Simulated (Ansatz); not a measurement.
# Lattice dynamics of SnTeS monolayer, Janus

Wanted: vibrations and spectra of SnTeS monolayer, Janus; the cell is already relaxed. After the zone centre comes a 3×3×1 q mesh on a 12×12×1 k mesh.

Calculated with Ansatz 0.2.0; DFT LDA, scalar-relativistic, plane waves, PAW; PAW set soft_1.

**1. Set-up**

The cell holds 3 atoms: 1 Sn, 1 S and 1 Te. Cell: a = 3.788 Å, b = 3.788 Å, c = 30.000 Å, α = 90.0°, β = 90.0°, γ = 120.0°. Vacuum lies along c.

**2. Linear response at the zone centre**

The cell comes from relaxations at this level that are not shown. The zone centre comes first: it holds the modes that light can see, as far as symmetry allows. No field response is asked, since the mesh shows no gap.

input.yaml

```yaml
crystal:
  lattice:
    - [3.7876480571, 0.0, 0.0]
    - [-1.8938240286, 3.2801994381, 0.0]
    - [0.0, 0.0, 30.0]
  atoms:
    - { symbol: Sn, position: [0.0, 0.0, 0.3375998816] }
    - { symbol: S, position: [0.3333333333, 0.6666666667, 0.3845148346] }
    - { symbol: Te, position: [0.6666666667, 0.3333333333, 0.2745519505] }
  periodic: [true, true, false]
kpoints:
  mp_grid: { grid: [12, 12, 1] }
hamiltonian:
  xc: lda
  pseudopotentials: { kind: paw, azcp: { folder: soft_1 }, xc_functional: pbe }
scf:
  occupations: { method: methfessel_paxton, width: 0.2 }
output:
  eigenvalues: true
phonons:
  method: dfpt
```

Started as:

```sh
$ ansatz run input.yaml --threads 8 --pin off --max-ram 16384MiB --backend cpu --events-out ev --progress --plain --runs-dir out
```

Numbers of over 12 decimals in the logs are rounded to 6 here.

The program printed:

```text
Engine: ansatz 0.2.0, aarch64-unknown-linux-gnu
Pseudopotentials: kind: paw
Pseudopotential: Sn, paw, valence charge 14, recommended cutoff 420 eV (normal), soft_1/Sn.paw.azcp
Pseudopotential: S, paw, valence charge 6, recommended cutoff 420 eV (normal), soft_1/S.paw.azcp
Pseudopotential: Te, paw, valence charge 16, recommended cutoff 420 eV (normal), soft_1/Te.paw.azcp
Functional definition: SPW92
  exchange = slater_x
  correlation = pw_c
Crystal: 3 atoms, lattice volume = 372.727 Å³
Basis set: ecut = 420 eV, 7289 PW (Γ), exchange–correlation on 54×54×432 points (8 copies of the dense FFT grid, shifted against one another)
Bands: 22, of which v1, the nominal top of the filled ones, is band 18 counted from 1 (17 counted from 0)
Symmetry: 6 space group operations
k-points: 43 of 144 (irreducible under 2 space group operations, time reversal used)
Non-local potential: Sn, projectors of the file, l = 0: 2, l = 1: 2, l = 2: 2, l = 3: 1
Non-local potential: S, projectors of the file, l = 0: 2, l = 1: 2, l = 2: 1
Non-local potential: Te, projectors of the file, l = 0: 2, l = 1: 2, l = 2: 2, l = 3: 1
PAW form: soft (Blöchl's): semilocal exchange-correlation on the pseudo side does not see the compensation charge
PAW frozen core: Sn, regenerated for the run's functional, and the local potential with it (the file was generated under x = pbe(κ = 0.804, μ = 0.219515), c = pbe(β = 0.066725))
PAW frozen core: S, regenerated for the run's functional, and the local potential with it (the file was generated under x = pbe(κ = 0.804, μ = 0.219515), c = pbe(β = 0.066725))
PAW frozen core: Te, regenerated for the run's functional, and the local potential with it (the file was generated under x = pbe(κ = 0.804, μ = 0.219515), c = pbe(β = 0.066725))
PAW one-centre angular grid: Sn, 590 points (default); XC on 64 Gauss nodes
PAW one-centre angular grid: S, 110 points (default); XC on 64 Gauss nodes
PAW one-centre angular grid: Te, 590 points (default); XC on 64 Gauss nodes
Initial density: superposition of atomic densities (neutral atoms: chi_scale 0, normalization atom)
Initial wavefunctions: pseudopotential atomic-orbital guess
Functional: x = slater, c = lda
SCF iter   1: F=—  HF=-13577.015218 eV  |F-HF|=—  |Δ(HF+E_count)|=         —  Δρ=1.29e-2  dr2=1.23e0  ethr=3.10e-3  ⟨swp⟩=15.0  Hψ=7968  notcnv=0
preconditioner: auto → LDOS  [metal: Δε(μ)=0.076 eV  Ē_g=9.046 eV  σ=0.200 eV  W_gap=0.31  n_scr=16 (ndim 8)  ℏωp=7.7 eV  f_vac=0.753  D(μ)=1.28/eV (n_scr^D=6)  β→1.0]
SCF iter   2: F=—  HF=-13576.799901 eV  |F-HF|=—  |Δ(HF+E_count)|=   2.15e-1  S|Δr|=    0.00e0  Δρ=7.81e-3  dr2=4.90e-1  ethr=3.10e-3  ⟨swp⟩=4.0  Hψ=2295  notcnv=0
SCF iter   3: F=—  HF=-13576.700518 eV  |F-HF|=—  |Δ(HF+E_count)|=   9.94e-2  S|Δr|=    0.00e0  Δρ=1.62e-3  dr2=1.87e-2  ethr=1.36e-3  ⟨swp⟩=3.0  Hψ=1970  notcnv=0
SCF iter   4: F=—  HF=-13576.695559 eV  |F-HF|=—  |Δ(HF+E_count)|=   4.96e-3  S|Δr|=    0.00e0  Δρ=3.42e-4  dr2=4.89e-4  ethr=5.19e-5  ⟨swp⟩=3.0  Hψ=1872  notcnv=0
SCF iter   5: F=—  HF=-13576.695544 eV  |F-HF|=—  |Δ(HF+E_count)|=   1.53e-5  S|Δr|=    0.00e0  Δρ=8.03e-5  dr2=4.93e-5  ethr=1.36e-6  ⟨swp⟩=3.7  Hψ=2165  notcnv=0
SCF iter   6: F=—  HF=-13576.695557 eV  |F-HF|=—  |Δ(HF+E_count)|=   1.29e-5  S|Δr|=    0.00e0  Δρ=2.86e-5  dr2=6.19e-6  ethr=1.37e-7  ⟨swp⟩=3.7  Hψ=2084  notcnv=0
SCF iter   7: F=—  HF=-13576.695556 eV  |F-HF|=—  |Δ(HF+E_count)|=   4.37e-7  S|Δr|=    0.00e0  Δρ=6.39e-6  dr2=1.27e-7  ethr=1.72e-8  ⟨swp⟩=3.9  Hψ=2192  notcnv=0
SCF iter   8: F=—  HF=-13576.695605 eV  |F-HF|=—  |Δ(HF+E_count)|=   4.85e-5  S|Δr|=    0.00e0  Δρ=2.12e-6  dr2=3.79e-8  ethr=3.52e-10  ⟨swp⟩=3.1  Hψ=2091  notcnv=0
SCF iter   9: F=—  HF=-13576.695605 eV  |F-HF|=—  |Δ(HF+E_count)|=   2.16e-8  S|Δr|=    0.00e0  Δρ=4.81e-7  dr2=7.84e-10  ethr=1.05e-10  ⟨swp⟩=3.3  Hψ=1677  notcnv=0
SCF iter  10: F=—  HF=-13576.695605 eV  |F-HF|=—  |Δ(HF+E_count)|=   9.17e-9  S|Δr|=    0.00e0  Δρ=1.93e-7  dr2=1.08e-10  ethr=2.18e-12  ⟨swp⟩=3.1  Hψ=2080  notcnv=0
SCF iter  11: F=-13576.695605 eV  HF=-13576.695605 eV  |F-HF|=5.84e-10  |Δ(HF+E_count)|=   2.20e-9  S|Δr|=    0.00e0  Δρ=4.43e-8  dr2=4.71e-12  ethr=1.00e-12  ⟨swp⟩=13.4  Hψ=8716  notcnv=0
SCF 1 converged in 11 iterations: F = -13576.695605 eV  dr2 = 4.71e-12
  greatest PAW one-centre occupation: 0.999 electrons in one spin orbital (limit 2), on the Te atom at site 2 (counted from 0), in its partial waves of l = 2
DFPT response loops at Γ: preconditioner auto → none (partly filled bands, converged f_vac=0.757); β = 0.50; Broyden in place of MSR1
SCF converged after 11 iterations
Stability not checked: this state was not tested for a lower state beside it, because cold or Methfessel-Paxton smearing, or corrected tetrahedra, fill the levels in a way that the test cannot read (fill_not_monotonic; see scf.lower_state_search)
Free energy (F): -13576.695605 eV
Harris-Foulkes:  -13576.695605 eV  (|F-HF|=5.84e-10)
Internal energy: -13576.694136 eV  (E = F + TS)
E sigma→0 (E₀):  -13576.695238 eV
Entropy (-TS):   -0.001468 eV (-0.489 meV/atom)
Fermi energy:    -5.276980 eV
--- Per-component energies (eV) ---
  E_band       = -862.230518
  E_kinetic    = 448.913871
  E_local      = -58903.586646  (includes V_loc(G=0)·N_el)
  E_nonlocal   = 256.907872
  E_hartree    = 29168.655579
  E_xc         = -334.617884
  E_vxc        = -265.984843  (∫ρ·V_xc dr)
  E_paw        = -9322.236108  (= ΣΔE_a)
  E_vpaw       = -735.792351  (= ΣTr[D̂ρ^β])
  E_aug_tail   = 0.000355  (compensation charges beyond the density's cutoff)
  E_ewald      = 25108.012093
  E_core_change = 1.256731  (= ΣΔE_core)
  E_smearing   = -0.001468  (= −TS)
  E_closure    = -0.000000  (closes the sum)
  Σ components = -13576.695605   (vs F -13576.695605, Δ=0.00e0)
--- Band table (eV; the first three rows and the last of 43) ---
  k-point 0: bands = [... 14 lower, -7.2224, -7.2224, -4.9374, -4.9374, -4.7687, -2.2715, -1.5884, -1.5884]
  k-point 1: bands = [... 14 lower, -7.4635, -7.3339, -5.6300, -5.0358, -4.3735, -2.0548 (-2.0548°), -1.6095, -1.4192]
  k-point 2: bands = [... 14 lower, -7.6136, -7.3829, -6.7516, -5.2730, -4.0475, -2.3203, -1.0438, -1.0233]
  k-point 42: bands = [... 14 lower, -9.5357, -8.5830, -7.4758, -6.6396, -4.4631, -1.7449, -0.9465, -0.4070]
  ° read free of the cell's end (the report's vacuum.weakly_bound_levels)
--- Phonons (Γ-DFPT): 6 representative perturbations + reference, on 43 of 144 k-points (Σ response iterations 29) ---
  k mesh reduced under 2 symmetry operations, with k and −k counted as one. Each operation leaves every solved perturbation unchanged. A smaller set is not used because it would not reduce the number of displacements times k-points to solve
  ASR residual: 5.965e-5 → 0.000e0 eV/Å²; symmetrization residual: 6.230e-5 eV/Å²
  ASR residual per site (eV/Å²): 5.97e-5 5.41e-6 2.15e-5
  Γ frequencies (cm⁻¹): 0.00 0.00 0.00 87.76 87.76 144.58 179.41 179.41 300.69
  non-analytic LO–TO correction: not included (Born effective charges unavailable; polar crystals: no LO–TO splitting at Γ)
```

Elapsed: 44 s, on 8 threads of Arm Neoverse V2, shared host; peak memory 1.6 GiB.

Numbers from this step:

| Item | Value |
| --- | --- |
| gap on the k-mesh | 0 eV |
| sum-rule residual before enforcement | 5.97e-5 eV/Å² |
| point group | 3m |
| area per atom | 4.141 Å² |
| highest optical mode at the zone centre (no LO-TO term) | 300.7 cm⁻¹ |
| lowest optical zone-centre mode | 87.76 cm⁻¹ |

Patterns of degenerate modes are one choice out of their space. The modes at Γ (shares of kinetic energy by element, %):

```
mode  frequency (cm⁻¹)  symmetry  Sn %  S %  Te %
   1               0.0  acoustic    43   12    46
   2               0.0  acoustic    43   12    46
   3               0.0  acoustic    43   12    46
   4              87.8         E    37    9    54
   5              87.8         E    37    9    54
   6             144.6        A1    36   10    54
   7             179.4         E    20   80     0
   8             179.4         E    20   80     0
   9             300.7        A1    21   79     0
```

Displacements in mode 5 (87.8 cm⁻¹), the largest set to 1:
```
Sn1  0.00 -0.86  0.00
S2   0.00 -0.81  0.00
Te3  0.00  1.00  0.00
```

Displacements in mode 9 (300.7 cm⁻¹), the largest set to 1:
```
Sn1  0.00  0.00 -0.27
S2   0.00  0.00  1.00
Te3  0.00  0.00  0.00
```

Before it was imposed, the acoustic sum rule was missed by 6.0e-5 eV/Å². Small misses are needed for a sound result but don't prove that mesh and cutoff are converged. The lowest optical mode is real, 87.8 cm⁻¹.

**3. Response at finite wavevector**

Stability and thermal properties need the whole zone. Linear response on a 3×3×1 q mesh gives force constants as far as a supercell of that size would.

input.yaml, as its differences from that of step 2:

```diff
@@ -21 +21,10 @@
   method: dfpt
+  qmesh: [3, 3, 1]
+  temperatures: { t_max: 1000, t_step: 50 }
+  qpath:
+    path:
+      - [0.0, 0.0, 0.0]
+      - [0.5, 0.0, 0.0]
+      - [0.33333333, 0.33333333, 0.0]
+      - [0.0, 0.0, 0.0]
+    npoints: 10
```

The program printed:

```text
[...]
Crystal: 3 atoms, lattice volume = 372.727 Å³
Basis set: ecut = 420 eV, 7289 PW (Γ), exchange–correlation on 54×54×432 points (8 copies of the dense FFT grid, shifted against one another)
Bands: 22, of which v1, the nominal top of the filled ones, is band 18 counted from 1 (17 counted from 0)
Symmetry: 6 space group operations
k-points: 19 of 144 (time reversal used)
[...]
SCF iter   1: F=—  HF=-13577.015536 eV  |F-HF|=—  |Δ(HF+E_count)|=         —  Δρ=1.29e-2  dr2=1.23e0  ethr=3.10e-3  ⟨swp⟩=14.9  Hψ=3499  notcnv=0
[...]
SCF iter  11: F=-13576.695605 eV  HF=-13576.695605 eV  |F-HF|=4.98e-10  |Δ(HF+E_count)|=   2.52e-9  S|Δr|=    0.00e0  Δρ=2.69e-8  dr2=1.74e-12  ethr=1.00e-12  ⟨swp⟩=14.8  Hψ=3465  notcnv=0
SCF 1 converged in 11 iterations: F = -13576.695605 eV  dr2 = 1.74e-12
[...]
phonons: the bands overlap, so this run is a metal and interpolates without the dipole-dipole term. If the crystal is really an insulator or semiconductor, its LO-TO splitting is missing
NSCF: frozen V_eff on 19 k-points
[...]
DFPT response loops at q = (0, 0, 0) (fractional): preconditioner auto → none (partly filled bands, converged f_vac=0.757); β = 0.50; Broyden in place of MSR1
[...]
SCF converged after 11 iterations
[...]
Free energy (F): -13576.695605 eV
[...]
Internal energy: -13576.694136 eV  (E = F + TS)
E sigma→0 (E₀):  -13576.695238 eV
Entropy (-TS):   -0.001468 eV (-0.489 meV/atom)
Fermi energy:    -5.276981 eV
[...]
--- Band table (eV; the first three rows and the last of 19) ---
  k-point 0: bands = [... 14 lower, -7.2224, -7.2224, -4.9374, -4.9374, -4.7687, -2.2715, -1.5884, -1.5884]
  k-point 1: bands = [... 14 lower, -7.4635, -7.3339, -5.6300, -5.0358, -4.3735, -2.0548 (-2.0548°), -1.6095, -1.4192]
  k-point 2: bands = [... 14 lower, -7.6136, -7.3829, -6.7516, -5.2730, -4.0475, -2.3203, -1.0438, -1.0233]
  k-point 18: bands = [... 14 lower, -9.5856, -9.5280, -7.3093, -6.7914, -4.7315, -1.5591, -0.9847, -0.2268]
  ° read free of the cell's end (the report's vacuum.weakly_bound_levels)
--- Phonons (Γ-DFPT): 6 representative perturbations + reference (Σ response iterations 25) ---
  ASR residual: 7.855e-5 → 0.000e0 eV/Å²; symmetrization residual: 8.103e-6 eV/Å²
  ASR residual per site (eV/Å²): 7.85e-5 1.62e-5 8.45e-6
  Γ frequencies (cm⁻¹): 0.00 0.00 0.00 87.76 87.76 144.58 179.41 179.41 300.69
--- Phonons (arbitrary-q DFPT): 3 irreducible q on the 3×3×1 mesh ---
  q = [0.0000, 0.0000, 0.0000] (star 1, of the zone-centre solve; hermiticity 1.39e-6, symmetrization 5.86e-11): 0.00 0.00 0.00 87.76 87.76 144.58 179.41 179.41 300.69
  q = [0.0000, 0.3333, 0.0000] (star 6, 9 solved perturbations on 78 of 144 k-point pairs; hermiticity 2.23e-6, symmetrization 8.42e-10): 34.74 47.20 89.63 105.23 131.21 139.14 180.79 197.63 268.48
  q = [0.3333, 0.3333, 0.0000] (star 2, 6 solved perturbations in 327 linear systems a pass and spin channel, the states on 78 of 144 k-point pairs; hermiticity 7.76e-7, symmetrization 1.50e-7): 39.10 87.79 98.21 123.53 132.86 142.25 193.44 224.42 254.08
  sum rule: each row above includes the acoustic sum rule's correction from the zone centre's row sums; it moved no ω² by more than (0.42 cm⁻¹)²
  mesh force constants: q→R imaginary residual 0.00e0; ASR residual 7.855e-5 → 0.000e0 eV/Å²; symmetrization residual 6.217e-15 eV/Å²
  interpolated dispersion: 31 rows × 9 modes
  density of states and harmonic sums: on the 21×21×1 q-mesh, interpolated from the force constants of a 3×3×1 supercell (no non-analytic term)
  largest difference from the sums on the solved wave vectors: F 2.28e-2 eV, S 2.99e-5 and C_V 7.03e-6 eV/K
  zero-point energy: 0.074156 eV/cell   skipped modes (ω ≤ 0): 16, of them read as no rigid motion or as one in doubt: 13 (2.449e-1 modes/cell left out, lowest -23.65 cm⁻¹)   left out of the sums: 2.80e-2 of the cell's modes: C_V's classical limit lies that fraction below 3 k_B per atom; for a crystal, a wire or a layer, F and S can be off by more, and a phonons.interpolated_qmesh denser along its periods is the remedy for the sampling
```

Run time: 2.7 min. Hardware: 8 threads; peak memory 2.1 GiB; 21 min of CPU time.

This step gave:

* sum-rule residual before enforcement: 7.85e-5 eV/Å²
* lowest frequency on the path: -23.38 cm⁻¹
* highest frequency on the path or at a solved wavevector: 300.7 cm⁻¹
* lowest mode on the q mesh (acoustic modes at Γ apart): 34.74 cm⁻¹

Frequencies (cm⁻¹) solved at each irreducible wavevector; negative means imaginary. Frequencies by wavevector, by row:

```
q in reciprocal lattice units  star  mode 1  mode 2  mode 3  mode 4  mode 5  mode 6  mode 7  mode 8  mode 9
                        0 0 0     1       0       0       0    87.8    87.8   144.6   179.4   179.4   300.7
                   0 0.3333 0     6    34.7    47.2    89.6   105.2   131.2   139.1   180.8   197.6   268.5
              0.3333 0.3333 0     2    39.1    87.8    98.2   123.5   132.9   142.2   193.4   224.4   254.1
```

Interpolated from a 3×3×1 q mesh. Phonon branches along the path, in cm⁻¹:

```
  point  branch 1  branch 2  branch 3  branch 4  branch 5  branch 6  branch 7  branch 8  branch 9
      Γ         0         0         0        88        88       145       179       179       301
halfway         5        41        77       100       122       136       178       193       277
      M        51        53        97       110       129       149       187       207       261
halfway        44        74        96       120       128       145       191       215       258
      K        39        88        98       124       133       142       193       224       254
halfway        17        56        79       108       126       134       184       194       272
      Γ         0         0         0        88        88       145       179       179       301
```

The phonon branches as a text plot (rows in cm⁻¹):

```
    294 |*******                                           ******
    280 |       ****                                  *****
    267 |           ***********                *******
    253 |                      ****************
    240 |
    226 |                            ********
    213 |                   *********        *****
    199 |         **********         ********     ****
    186 |*********  *****************        ********************
    172 | **********                                     *******
    159 |
    145 |*******      *************************          ********
    132 |       *****************************************
    118 |       ****           **************  *****  ***
    105 |     **  *************          **         *******
     91 |*********  ******************************       ********
     78 |         **               ***       *********
     64 |       **             ****               **  ***
     51 |     **    ***************                 *******
     37 |   **  ****  **           ***************       ****
     24 | ******    **                            **       *****
     10 | **      **                                **       ***
     -3 |*                                                      *
    -17 | ********                                    **********
         Γ                   M           K                      Γ
```

Tetrahedra on a 21×21×1 mesh, mean over bins of 5 cm-1. Interpolated from a 3×3×1 q mesh. The phonon density of states by wavenumber; read off at these points:

wavenumber (cm⁻¹), phonon density of states (1/cm⁻¹/cell) and a bar:
```
      -22      0.023 ######
      -12      0.006 ##
       -2      0.003 #
        2      0.003 #
       12      0.006 ##
       22      0.014 ####
       32      0.024 ######
       38      0.050 #############
       42      0.055 ##############
       48      0.048 ############
       58      0.026 #######
       68      0.022 ######
       72      0.023 ######
       82      0.032 ########
       92      0.068 ##################
       98      0.073 ###################
      102      0.029 #######
      108      0.042 ###########
      118      0.034 #########
      128      0.115 ##############################
      138      0.071 ###################
      142      0.080 #####################
      152      0.000 
      162      0.000 
      172      0.000 
      178      0.054 ##############
      188      0.081 #####################
      198      0.030 ########
      208      0.034 #########
      212      0.020 #####
      222      0.011 ###
      232      0.000 
      242      0.000 
      248      0.000 
      258      0.042 ###########
      268      0.029 #######
      278      0.014 ####
      282      0.011 ###
      292      0.008 ##
      302      0.001
```

The partial phonon density of states has structure finer than the step of the table below, so its rows give means over 10 cm⁻¹, whole bins alone (the curve runs from -33.6 to 320 cm⁻¹). Peaks (cm⁻¹: height): S 141.9: 0.0117, 190.8: 0.0646, 259.7: 0.0414; Sn -22.5: 0.00839, 39.7: 0.0263, 128.6: 0.0498, 141.9: 0.0416, 188.6: 0.0157, 261.9: 0.009; Te -22.5: 0.00956, 39.7: 0.0307, 95.3: 0.0588, 128.6: 0.0514.

Phonopy on the run's constants, 17x17x1 mesh, Gaussian sigma 2.5 cm-1. Interpolated from a 3×3×1 q mesh. The partial phonon density of states by wavenumber; means over each step; values in 1/cm⁻¹/cell:

```
wavenumber (cm⁻¹)        S       Sn       Te
              -20  0.00166  0.00625  0.00709
              -10   5.5e-4  0.00228  0.00249
                0   3.4e-4  0.00139  0.00149
               10   4.5e-4  0.00189  0.00201
               20  0.00125  0.00542  0.00588
               30  0.00176  0.00916   0.0103
               40  0.00306   0.0220   0.0256
               50  0.00214   0.0183   0.0220
               60  0.00131   0.0102   0.0135
               70  0.00111  0.00802   0.0135
               80  0.00111  0.00814   0.0199
               90  0.00252   0.0133   0.0421
              100  0.00344   0.0155   0.0308
              110  0.00446   0.0200   0.0180
              120  0.00387   0.0223   0.0165
              130  0.00774   0.0389   0.0390
              140   0.0105   0.0350   0.0215
              150  0.00362   0.0134  0.00364
              160   1.1e-5   4.1e-5   7.5e-6
              170  0.00298   7.2e-4   1.8e-5
              180   0.0415   0.0101   5.3e-4
              190   0.0575   0.0135  0.00107
              200   0.0281  0.00394   7.7e-4
              210   0.0232  0.00146   6.9e-4
              220   0.0116   7.1e-4   4.2e-4
              230  0.00106   6.6e-5   3.9e-5
              240   1.2e-6   4.0e-7        0
              250  0.00508   9.6e-4   1.1e-5
              260   0.0352  0.00746   8.3e-5
              270   0.0211  0.00409   3.8e-5
              280   0.0110  0.00211   9.4e-6
              290  0.00717  0.00160        0
              300  0.00324   8.2e-4        0
              310   4.3e-5   1.2e-5        0
```

Symmetry leaves 3 wavevectors to solve. The lowest mode among them, the acoustic zeros apart, lies at q = (0, 0.333, 0) and is real, 34.7 cm⁻¹. Between them the interpolated path dips to 23i cm⁻¹.

(Part 1 of 2 ends here.)

[Logs are printed without paths, hosts, clocks, repeated set-up lines and the standing remarks that a program may print on its own settings, such as how far it seeks lower states.]

[Hosts, paths, dates, database ids (printed as entryN), source tags and the programs' standing remarks are cut or masked in the printed files.]
